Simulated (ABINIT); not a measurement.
# SiO2 (Quartz): G0W0 with ABINIT, start to end, part 2 of 3

Aim: the G0W0 gap of SiO2 (Quartz) on PBE, step by step.

ABINIT 10.8.3; PBE and many-body steps on it, plane waves. Known limits of the many-body steps: not at the basis limit; coarse k mesh.

So far. Step 2 (Ground state): The gap is indirect, with the least direct gap 0.31 eV higher.

### 3. Bands along the symmetry lines

Level of this step: DFT, PBE, plane waves, norm-conserving pseudopotentials (ABINIT).

The cheap functional maps the bands first; the places of the edges decide which points the dearer methods must see.

File run.abi:

```
acell 3*1.0 Angstrom
rprim 
  4.915799999986 0.000000000003 0.000000000000
  -2.457899999996 4.257207679910 0.000000000000
  0.000000000000 0.000000000000 5.409100000000
ntypat 2
znucl 14 8
natom 9
typat 1 1 1 2 2 2 2 2 2
xred 
  0.530300000000 0.000000000000 0.333333333333
  0.000000000000 0.530300000000 0.666666666667
  0.469700000000 0.469700000000 -0.000000000000
  0.146200000000 0.414200000000 0.881000000000
  0.585800000000 0.732000000000 0.214333333333
  0.268000000000 0.853800000000 0.547666666667
  0.414200000000 0.146200000000 0.119000000000
  0.732000000000 0.585800000000 0.785666666667
  0.853800000000 0.268000000000 0.452333333333
pp_dirpath "pseudos"
pseudos "Si.upf, O.upf"
ecut 36
iscf -2
irdden 1
kptopt 0
nkpt 39
kpt 
  0.00000000 0.00000000 0.00000000
  0.12500000 0.00000000 0.00000000
  0.25000000 0.00000000 0.00000000
  0.37500000 0.00000000 0.00000000
  0.50000000 0.00000000 0.00000000
  0.45833333 0.08333333 0.00000000
  0.41666666 0.16666666 0.00000000
  0.37500000 0.25000000 0.00000000
  0.33333333 0.33333333 0.00000000
  0.25000000 0.25000000 0.00000000
  0.16666666 0.16666666 0.00000000
  0.08333333 0.08333333 0.00000000
  0.00000000 0.00000000 0.00000000
  0.00000000 0.00000000 0.12500000
  0.00000000 0.00000000 0.25000000
  0.00000000 0.00000000 0.37500000
  0.00000000 0.00000000 0.50000000
  0.12500000 0.00000000 0.50000000
  0.25000000 0.00000000 0.50000000
  0.37500000 0.00000000 0.50000000
  0.50000000 0.00000000 0.50000000
  0.45833333 0.08333333 0.50000000
  0.41666666 0.16666666 0.50000000
  0.37500000 0.25000000 0.50000000
  0.33333333 0.33333333 0.50000000
  0.25000000 0.25000000 0.50000000
  0.16666666 0.16666666 0.50000000
  0.08333333 0.08333333 0.50000000
  0.00000000 0.00000000 0.50000000
  0.50000000 0.00000000 0.50000000
  0.50000000 0.00000000 0.37500000
  0.50000000 0.00000000 0.25000000
  0.50000000 0.00000000 0.12500000
  0.50000000 -0.00000000 0.00000000
  0.33333333 0.33333333 0.50000000
  0.33333333 0.33333333 0.37500000
  0.33333333 0.33333333 0.25000000
  0.33333333 0.33333333 0.12500000
  0.33333333 0.33333333 0.00000000
istwfk *1
nband 37
nbdbuf 8
tolwfr 1e-07
nstep 50
prtwf 0
prtvol 0
indata_prefix "in"
outdata_prefix "out"
tmpdata_prefix "tmp"
```

Command:

```bash
OMP_NUM_THREADS=1 mpirun -n 4 abinit run.abi > log
```

Numbers of over 12 decimals in the logs are rounded to 6 here.

The program printed:

```text
.Version 10.8.3 of ABINIT. v10.8.2 released Aug 2026.

 Symmetries : space group P3_1 2 1 (#152); Bravais hP (primitive hexag.)
[... echo of the input left out ...]
== DATASET  1 ==================================================================
-   mpi_nproc: 4, omp_nthreads: 1 (-1 if OMP is not activated)

--- !DatasetInfo
iteration_state: {dtset: 1, }
dimensions: {natom: 9, nkpt: 39, mband: 37, nsppol: 1, nspinor: 1, nspden: 1, mpw: 7935, }
cutoff_energies: {ecut:  36.0, pawecutdg:  -1.0, }
electrons: {nelect:   4.80000000E+01, charge:   0.00000000E+00, occopt:   1.00000000E+00, tsmear:   1.00000000E-02, }

 Real(R)+Recip(G) space primitive vectors, cartesian coordinates (Bohr,Bohr^-1):
 R(1)=  9.2895157  0.0000000  0.0000000  G(1)=  0.1076482  0.0621507  0.0000000
 R(2)= -4.6447578  8.0449566  0.0000000  G(2)=  0.0000000  0.1243015  0.0000000
 R(3)=  0.0000000  0.0000000 10.2217176  G(3)=  0.0000000  0.0000000  0.0978309
 Unit cell volume ucvol=  7.6390729E+02 bohr^3
 Angles (23,13,12)=  9.00000000E+01  9.00000000E+01  1.20000000E+02 degrees

 getcut: wavevector=  0.0000  0.0000  0.0000  ngfft=  54  54  60
         ecut(hartree)=     36.000   => boxcut(ratio)=   2.15270

--- Pseudopotential description ------------------------------------------------
- Si Generated using ONCVPSP code by D. R. Hamann
- 14.00000   4.00000  171031                  znucl, zion, pspdat
12 -101130 2 -1 1510                          pspcod,pspxc,lmax,lloc,mmax
     nproj     2     2     2
  pspatm : epsatm=    9.34321561
         --- l  ekb(1:nproj) -->
             0    5.168965    0.829883
             1    2.571282    0.578307
             2   -2.427311   -0.488097
 pspatm: atomic psp has been read  and splines computed

- O Generated using ONCVPSP code by D. R. Hamann
-  8.00000   6.00000  171031                  znucl, zion, pspdat
12 -101130 2 -1 936                           pspcod,pspxc,lmax,lloc,mmax
     nproj     2     2     1
  pspatm : epsatm=    6.19545534
         --- l  ekb(1:nproj) -->
[...]
2   -1.331955
 pspatm: atomic psp has been read  and splines computed

--------------------------------------------------------------------------------

================================================================================
 prteigrs : about to open file out_EIG
 Non-SCF case, kpt    1 (  0.00000  0.00000  0.00000), residuals and eigenvalues=
  1.69E-08  1.51E-08  7.30E-08  1.27E-08  1.14E-08  5.90E-08  2.21E-08  9.45E-08
  3.70E-08  7.46E-08  1.56E-08  9.73E-08  4.31E-08  8.26E-08  3.27E-08  3.96E-08
  3.43E-08  8.19E-08  5.67E-08  2.18E-08  2.91E-08  8.01E-08  7.42E-08  9.19E-08
[...]
6.68E-06  2.32E-05  6.14E-05  5.60E-04  1.83E-03
 -7.0426E-01 -6.4805E-01 -6.4805E-01 -6.2445E-01 -6.2301E-01 -6.2301E-01
 -2.9558E-01 -2.9558E-01 -1.9235E-01 -1.9132E-01 -1.8529E-01 -1.8529E-01
[...]
4.8620E-01

--- !ResultsGS
iteration_state: {dtset: 1, }
comment   : Summary of ground state results
lattice_vectors:
- [  9.2895157,   0.0000000,   0.0000000, ]
- [ -4.6447578,   8.0449566,   0.0000000, ]
- [  0.0000000,   0.0000000,  10.2217176, ]
lattice_lengths: [   9.28952,    9.28952,   10.22172, ]
lattice_angles: [ 90.000,  90.000, 120.000, ] # degrees, (23, 13, 12)
lattice_volume:   7.6390729E+02
convergence: {deltae:  0.000E+00, res2:  0.000E+00, residm:  9.963E-08, diffor:  0.000E+00, }
etotal    :  -1.12355243E+02
entropy   :   0.00000000E+00
fermie    :   7.24587944E-03
cartesian_stress_tensor: null
pressure_GPa: null
xred      :
- [  5.3030E-01,   2.5857E-29,   3.3333E-01, Si]
- [ -2.2564E-18,   5.3030E-01,   6.6667E-01, Si]
- [  4.6970E-01,   4.6970E-01,   1.3878E-16, Si]
- [  1.4620E-01,   4.1420E-01,   8.8100E-01,  O]
- [  5.8580E-01,   7.3200E-01,   2.1433E-01,  O]
- [  2.6800E-01,   8.5380E-01,   5.4767E-01,  O]
- [  4.1420E-01,   1.4620E-01,   1.1900E-01,  O]
- [  7.3200E-01,   5.8580E-01,   7.8567E-01,  O]
- [  8.5380E-01,   2.6800E-01,   4.5233E-01,  O]
cartesian_forces: null
force_length_stats: {min: null, max: null, mean: null, }

 Integrated electronic density in atomic spheres:
 ------------------------------------------------
 Atom  Sphere_radius  Integrated_density
[...]
================================================================================

 ----iterations are completed or convergence reached----

 Mean square residual over all n,k,spin=   46.802E-09; max=  99.631E-09
 reduced coordinates (array xred) for    9 atoms
[...]
0.732000000000      0.585800000000      0.785666666667
       0.853800000000      0.268000000000      0.452333333333

 cartesian coordinates (angstrom) at end:
    1      2.606849     1.59e-12     1.803033
    2     -1.303424     2.257597     3.606067
    3      1.154476     1.999610     0.000000
[...]
8      2.158528     2.493872     4.249750
    9      3.538393     1.140932     2.446716
 length scales=  1.889726125908  1.889726125908  1.889726125908 bohr
              =  1.000000000000  1.000000000000  1.000000000000 angstroms
 prteigrs : about to open file out_EIG
 Eigenvalues (hartree) for nkpt=  39  k points:
 kpt#   1, nband= 37, wtk=  1.00000, kpt=  0.0000  0.0000  0.0000 (reduced coord)
[...]
kpt#   2, nband= 37, wtk=  1.00000, kpt=  0.1250  0.0000  0.0000 (reduced coord)
[...]
kpt#   3, nband= 37, wtk=  1.00000, kpt=  0.2500  0.0000  0.0000 (reduced coord)
[...]
kpt#  38, nband= 37, wtk=  1.00000, kpt=  0.3333  0.3333  0.1250 (reduced coord)
[...]
0.44263    0.46197    0.46708    0.48618    0.48782
 kpt#  39, nband= 37, wtk=  1.00000, kpt=  0.3333  0.3333  0.0000 (reduced coord)
[...]
-0.06817   -0.06242   -0.05559   -0.03800   -0.03800   -0.00876   -0.00876    0.00725
   0.33625    0.33625    0.35404    0.38928    0.39494    0.39494    0.40735    0.40735
   0.45049    0.46087    0.48347    0.48402    0.48620

== END DATASET(S) ==============================================================
================================================================================

 -outvars: echo values of variables after computation  --------
            nband          37
             nkpt          39
          spgroup         152
 [... the other variables as echoed above ...]

 Calculation completed.
```

Run time: 46 s. Hardware: 4 MPI ranks of Arm Neoverse V2, shared host; peak memory 0.48 GiB.

This step gave:

```
gap                        : 6.038 eV
k of the valence top       : 0.3333, 0.3333, 0
k of the conduction bottom : 0, 0, 0
least direct gap           : 6.351 eV
```

The gap is 6.038 eV, as in the run before at this level.

Electronic bands along the path, in eV, zero at the top of the highest filled band:

| point | band 21 | band 22 | band 23 | band 24 | band 25 | band 26 | band 27 | band 28 |
| --- | --- | --- | --- | --- | --- | --- | --- | --- |
| Γ | -0.99 | -0.68 | -0.31 | -0.31 | 6.04 | 9.33 | 9.33 | 9.79 |
| halfway | -1.00 | -0.83 | -0.24 | -0.15 | 6.92 | 9.33 | 9.40 | 9.90 |
| M | -1.04 | -0.78 | -0.27 | -0.04 | 8.29 | 9.02 | 9.74 | 9.75 |
| halfway | -1.10 | -0.63 | -0.31 | -0.02 | 8.48 | 9.08 | 9.63 | 9.96 |
| K | -1.23 | -0.44 | -0.44 | 0.00 | 8.95 | 8.95 | 9.44 | 10.40 |
| halfway | -0.91 | -0.87 | -0.25 | -0.11 | 7.16 | 9.34 | 9.49 | 9.94 |
| Γ | -0.99 | -0.68 | -0.31 | -0.31 | 6.04 | 9.33 | 9.33 | 9.79 |
| halfway | -1.07 | -0.53 | -0.22 | -0.09 | 6.63 | 9.17 | 9.27 | 9.29 |
| A | -1.20 | -0.21 | -0.21 | -0.09 | 7.97 | 7.97 | 9.08 | 9.76 |
| halfway | -1.08 | -0.44 | -0.41 | -0.15 | 8.36 | 8.50 | 9.40 | 9.74 |
| L | -0.88 | -0.83 | -0.60 | -0.19 | 8.94 | 9.41 | 9.70 | 9.86 |
| halfway | -0.86 | -0.83 | -0.62 | -0.33 | 8.97 | 9.59 | 9.79 | 9.90 |
| H | -0.94 | -0.76 | -0.58 | -0.58 | 9.03 | 9.82 | 9.82 | 10.12 |
| halfway | -1.05 | -0.54 | -0.38 | -0.22 | 8.48 | 8.66 | 9.46 | 9.92 |
| A | -1.20 | -0.21 | -0.21 | -0.09 | 7.97 | 7.97 | 9.08 | 9.76 |
| jump to L | -0.88 | -0.83 | -0.60 | -0.19 | 8.94 | 9.41 | 9.70 | 9.86 |
| halfway | -0.96 | -0.72 | -0.44 | -0.12 | 8.57 | 9.12 | 9.60 | 10.07 |
| M | -1.04 | -0.78 | -0.27 | -0.04 | 8.29 | 9.02 | 9.74 | 9.75 |
| jump to H | -0.94 | -0.76 | -0.58 | -0.58 | 9.03 | 9.82 | 9.82 | 10.12 |
| halfway | -1.01 | -0.55 | -0.51 | -0.20 | 8.95 | 9.27 | 9.62 | 10.23 |
| K | -1.23 | -0.44 | -0.44 | 0.00 | 8.95 | 8.95 | 9.44 | 10.40 |

### 4. Empty states on the mesh, 3×3×2 mesh, 462 bands

The sums over transitions need many empty states on a uniform mesh; this step solves for them.

File run.abi:

```
acell 3*1.0 Angstrom
rprim 
  4.915799999986 0.000000000003 0.000000000000
  -2.457899999996 4.257207679910 0.000000000000
  0.000000000000 0.000000000000 5.409100000000
ntypat 2
znucl 14 8
natom 9
typat 1 1 1 2 2 2 2 2 2
xred 
  0.530300000000 0.000000000000 0.333333333333
  0.000000000000 0.530300000000 0.666666666667
  0.469700000000 0.469700000000 -0.000000000000
  0.146200000000 0.414200000000 0.881000000000
  0.585800000000 0.732000000000 0.214333333333
  0.268000000000 0.853800000000 0.547666666667
  0.414200000000 0.146200000000 0.119000000000
  0.732000000000 0.585800000000 0.785666666667
  0.853800000000 0.268000000000 0.452333333333
pp_dirpath "pseudos"
pseudos "Si.upf, O.upf"
ecut 36
ngkpt 3 3 2
nshiftk 1
shiftk 0 0 0
kptopt 1
chksymbreak 0
iscf -2
irdden 1
istwfk *1
nband 462
nbdbuf 42
tolwfr 1e-09
nstep 60
prtvol 0
indata_prefix "in"
outdata_prefix "out"
tmpdata_prefix "tmp"
```

The program printed:

```text
.Version 10.8.3 of ABINIT. v10.8.2 released Aug 2026.

 Symmetries : space group P3_1 2 1 (#152); Bravais hP (primitive hexag.)
[... echo of the input left out ...]
== DATASET  1 ==================================================================
-   mpi_nproc: 4, omp_nthreads: 1 (-1 if OMP is not activated)

--- !DatasetInfo
iteration_state: {dtset: 1, }
dimensions: {natom: 9, nkpt: 6, mband: 462, nsppol: 1, nspinor: 1, nspden: 1, mpw: 7935, }
cutoff_energies: {ecut:  36.0, pawecutdg:  -1.0, }
electrons: {nelect:   4.80000000E+01, charge:   0.00000000E+00, occopt:   1.00000000E+00, tsmear:   1.00000000E-02, }

 Real(R)+Recip(G) space primitive vectors, cartesian coordinates (Bohr,Bohr^-1):
 R(1)=  9.2895157  0.0000000  0.0000000  G(1)=  0.1076482  0.0621507  0.0000000
 R(2)= -4.6447578  8.0449566  0.0000000  G(2)=  0.0000000  0.1243015  0.0000000
 R(3)=  0.0000000  0.0000000 10.2217176  G(3)=  0.0000000  0.0000000  0.0978309
 Unit cell volume ucvol=  7.6390729E+02 bohr^3
 Angles (23,13,12)=  9.00000000E+01  9.00000000E+01  1.20000000E+02 degrees

 getcut: wavevector=  0.0000  0.0000  0.0000  ngfft=  54  54  60
         ecut(hartree)=     36.000   => boxcut(ratio)=   2.15270

--- Pseudopotential description ------------------------------------------------
- Si Generated using ONCVPSP code by D. R. Hamann
- 14.00000   4.00000  171031                  znucl, zion, pspdat
12 -101130 2 -1 1510                          pspcod,pspxc,lmax,lloc,mmax
     nproj     2     2     2
  pspatm : epsatm=    9.34321561
         --- l  ekb(1:nproj) -->
             0    5.168965    0.829883
             1    2.571282    0.578307
             2   -2.427311   -0.488097
 pspatm: atomic psp has been read  and splines computed

- O Generated using ONCVPSP code by D. R. Hamann
-  8.00000   6.00000  171031                  znucl, zion, pspdat
12 -101130 2 -1 936                           pspcod,pspxc,lmax,lloc,mmax
     nproj     2     2     1
  pspatm : epsatm=    6.19545534
         --- l  ekb(1:nproj) -->
[...]
2   -1.331955
 pspatm: atomic psp has been read  and splines computed

--------------------------------------------------------------------------------

================================================================================
 prteigrs : about to open file out_EIG
 Non-SCF case, kpt    1 (  0.00000  0.00000  0.00000), residuals and eigenvalues=
  8.56E-10  8.55E-11  7.98E-10  7.97E-10  2.75E-11  2.25E-11  4.07E-11  6.06E-11
  6.88E-11  7.07E-11  6.26E-11  5.87E-11  6.21E-11  4.92E-11  5.32E-11  6.39E-11
  6.51E-11  5.72E-11  1.06E-10  6.28E-11  8.48E-11  9.70E-11  7.43E-11  1.18E-10
[...]
1.30E-04  1.24E-04  2.72E-03  1.10E-03  2.51E-03  3.44E-03
 -7.0426E-01 -6.4805E-01 -6.4805E-01 -6.2445E-01 -6.2301E-01 -6.2301E-01
 -2.9558E-01 -2.9558E-01 -1.9235E-01 -1.9132E-01 -1.8529E-01 -1.8529E-01
[...]
5.0206E+00  5.0219E+00  5.0276E+00  5.0537E+00  5.0584E+00  5.0729E+00
 prteigrs : prtvol=0 or 1, do not print more k-points.

--- !ResultsGS
iteration_state: {dtset: 1, }
comment   : Summary of ground state results
lattice_vectors:
- [  9.2895157,   0.0000000,   0.0000000, ]
- [ -4.6447578,   8.0449566,   0.0000000, ]
- [  0.0000000,   0.0000000,  10.2217176, ]
lattice_lengths: [   9.28952,    9.28952,   10.22172, ]
lattice_angles: [ 90.000,  90.000, 120.000, ] # degrees, (23, 13, 12)
lattice_volume:   7.6390729E+02
convergence: {deltae:  0.000E+00, res2:  0.000E+00, residm:  9.903E-10, diffor:  0.000E+00, }
etotal    :  -1.12355243E+02
entropy   :   0.00000000E+00
fermie    :   7.24587944E-03
cartesian_stress_tensor: null
pressure_GPa: null
xred      :
- [  5.3030E-01,   2.5857E-29,   3.3333E-01, Si]
- [ -2.2564E-18,   5.3030E-01,   6.6667E-01, Si]
- [  4.6970E-01,   4.6970E-01,   1.3878E-16, Si]
- [  1.4620E-01,   4.1420E-01,   8.8100E-01,  O]
- [  5.8580E-01,   7.3200E-01,   2.1433E-01,  O]
- [  2.6800E-01,   8.5380E-01,   5.4767E-01,  O]
- [  4.1420E-01,   1.4620E-01,   1.1900E-01,  O]
- [  7.3200E-01,   5.8580E-01,   7.8567E-01,  O]
- [  8.5380E-01,   2.6800E-01,   4.5233E-01,  O]
cartesian_forces: null
force_length_stats: {min: null, max: null, mean: null, }

 Integrated electronic density in atomic spheres:
 ------------------------------------------------
 Atom  Sphere_radius  Integrated_density
[...]
================================================================================

 ----iterations are completed or convergence reached----

 Mean square residual over all n,k,spin=   33.392E-11; max=  99.031E-11
 reduced coordinates (array xred) for    9 atoms
[...]
0.732000000000      0.585800000000      0.785666666667
       0.853800000000      0.268000000000      0.452333333333

 cartesian coordinates (angstrom) at end:
    1      2.606849     1.59e-12     1.803033
    2     -1.303424     2.257597     3.606067
    3      1.154476     1.999610     0.000000
[...]
8      2.158528     2.493872     4.249750
    9      3.538393     1.140932     2.446716
 length scales=  1.889726125908  1.889726125908  1.889726125908 bohr
              =  1.000000000000  1.000000000000  1.000000000000 angstroms
 prteigrs : about to open file out_EIG
 Eigenvalues (hartree) for nkpt=   6  k points:
 kpt#   1, nband=462, wtk=  0.05556, kpt=  0.0000  0.0000  0.0000 (reduced coord)
[...]
4.87064    4.87877    4.87877    4.89107    4.90331    4.90331    4.92259    4.92260
   4.93653    4.94550    4.95928    4.95939    4.96051    4.98400    4.98434    5.01267
   5.02056    5.02190    5.02763    5.05368    5.05840    5.07290
 prteigrs : prtvol=0 or 1, do not print more k-points.

== END DATASET(S) ==============================================================
================================================================================

 -outvars: echo values of variables after computation  --------
            nband         462
             nkpt           6
          spgroup         152
 [... the other variables as echoed above ...]

 Calculation completed.
```

Wall time 7.5 min (4 MPI ranks); peak memory 0.75 GiB.

This step gave:

```yaml
gap: 6.038 eV
k_of_the_valence_top: 0.3333, 0.3333, 0
k_of_the_conduction_bottom: 0, 0, 0
least_direct_gap: 6.351 eV
k_points_computed: 6
lowest_point_of_the_top_converged_band_above_the_valence_top: 127.2791 eV
```

On this mesh the gap is 6.038 eV.

### 5. Screening, 3×3×2 mesh, 420 bands, screening to 274.8 eV

The RPA dielectric matrix is built and inverted for each q.

This step: RPA screening on PBE, plane waves, norm-conserving pseudopotentials.

run.abi, as its differences from that of step 4:

```diff
@@ -27,10 +27,11 @@
 chksymbreak 0
-iscf -2
-irdden 1
 istwfk *1
-nband 462
-nbdbuf 42
-tolwfr 1e-09
-nstep 60
-prtvol 0
+occopt 1
+irdwfk 1
+optdriver 3
+nband 420
+ecuteps 10.1
+inclvkb 2
+awtr 1
+symchi 1
 indata_prefix "in"
```

The program printed:

```text
.Version 10.8.3 of ABINIT. v10.8.2 released Aug 2026.

 Symmetries : space group P3_1 2 1 (#152); Bravais hP (primitive hexag.)
[... echo of the input left out ...]
== DATASET  1 ==================================================================
-   mpi_nproc: 4, omp_nthreads: 1 (-1 if OMP is not activated)

--- !DatasetInfo
iteration_state: {dtset: 1, }
dimensions: {natom: 9, nkpt: 6, mband: 420, nsppol: 1, nspinor: 1, nspden: 1, mpw: 7935, }
cutoff_energies: {ecut:  36.0, pawecutdg:  -1.0, }
electrons: {nelect:   4.80000000E+01, charge:   0.00000000E+00, occopt:   1.00000000E+00, tsmear:   1.00000000E-02, }

 SCREENING: Calculation of the susceptibility and dielectric matrices

 Based on a program developped by R.W. Godby, V. Olevano, G. Onida, and L. Reining.
 Incorporated in ABINIT by V. Olevano, G.-M. Rignanese, and M. Torrent.
.Using double precision arithmetic ; gwpc =  8

[... cell and pseudopotentials left out ...]
--------------------------------------------------------------------------------

 ==== K-mesh for the wavefunctions ====
 Number of points in the irreducible wedge :     6
[... list of points left out ...]
 Together with  6 symmetry operations and time-reversal symmetry
 yields    18 points in the full Brillouin Zone.

 ==== Q-mesh for the screening function ====
 Number of points in the irreducible wedge :     6
[... list of points left out ...]
 Together with  6 symmetry operations and time-reversal symmetry
 yields    18 points in the full Brillouin Zone.

 setmesh: FFT mesh size selected  =    36x   36x   45
          total number of points  =        58320

 vcoul_init : cutoff-mode = AUXILIARY_FUNCTION
 q-points for optical limit:   1
     1)      0.000010    0.000020    0.000030

- screening: taking advantage of time-reversal symmetry
- Maximum band index for partially occupied states nbvw = 24
- Remaining bands to be divided among processors   nbcw = 396
- Number of bands treated by each node ~99

 Number of electrons calculated from density =   48.0000; Expected =   48.0000
 average of density, n =  0.062835
 r_s =    1.5604
 omega_plasma =   24.1800 [eV]

 calculating chi0 at frequencies [eV] :
  1    0.000000E+00    0.000000E+00
  2    0.000000E+00    2.417998E+01

--------------------------------------------------------------------------------
  q-point number  1        q = ( 0.000000, 0.000000, 0.000000) [r.l.u.]
--------------------------------------------------------------------------------
[... chi0 elements left out ...]
 For q-point:  0.000010 0.000020 0.000030
  dielectric constant =   2.3197
  dielectric constant without local fields =   2.5427

  Average fulfillment of the sum rule on Im[epsilon] for q-point    1 :     82.73  [%]
[... wings left out ...]
  q-point number  2        q = ( 0.333333, 0.000000, 0.000000) [r.l.u.]
--------------------------------------------------------------------------------
[... chi0 elements left out ...]
  Average fulfillment of the sum rule on Im[epsilon] for q-point    2 :     85.93  [%]

 [... 4 further q-points ...]
```

Run time: 10 min. Hardware: 4 MPI ranks; peak memory 3.7 GiB.

This step gave:

* ε∞ with local fields, on this mesh, along the program's q direction: 2.320
* the same without local fields: 2.543
* plasma frequency: 24.18 eV
* plane waves in the screening matrix: 1155

Local fields lower ε∞ by 9 %. On a Γ-centred mesh this coarse the value itself is usually too large, while a short band sum pulls it down.

[end of part 2 of 3]

[Paths, hosts, dates, memory and timing lines, banners, echoed tables and standing remarks are left out of the program output.]

[Logs are printed without paths, hosts, clocks, repeated set-up lines and the standing remarks that a program may print on its own settings, such as how far it seeks lower states.]

[Runs of the session that timed out or met a known fault of the program may be left out.]

[Hosts, paths, dates, database ids (printed as entryN), source tags and the programs' standing remarks are cut or masked in the printed files.]

[G0W0 gaps are taken among the corrected bands and points alone; a level outside them can change the order at an edge.]

[Where Ansatz stands beside ABINIT at settings called matched, ABINIT's density can come from a denser mesh and the files from another edition; pairs whose starting gaps differed by over 0.03 eV were left out, so agreement reads better than it is.]
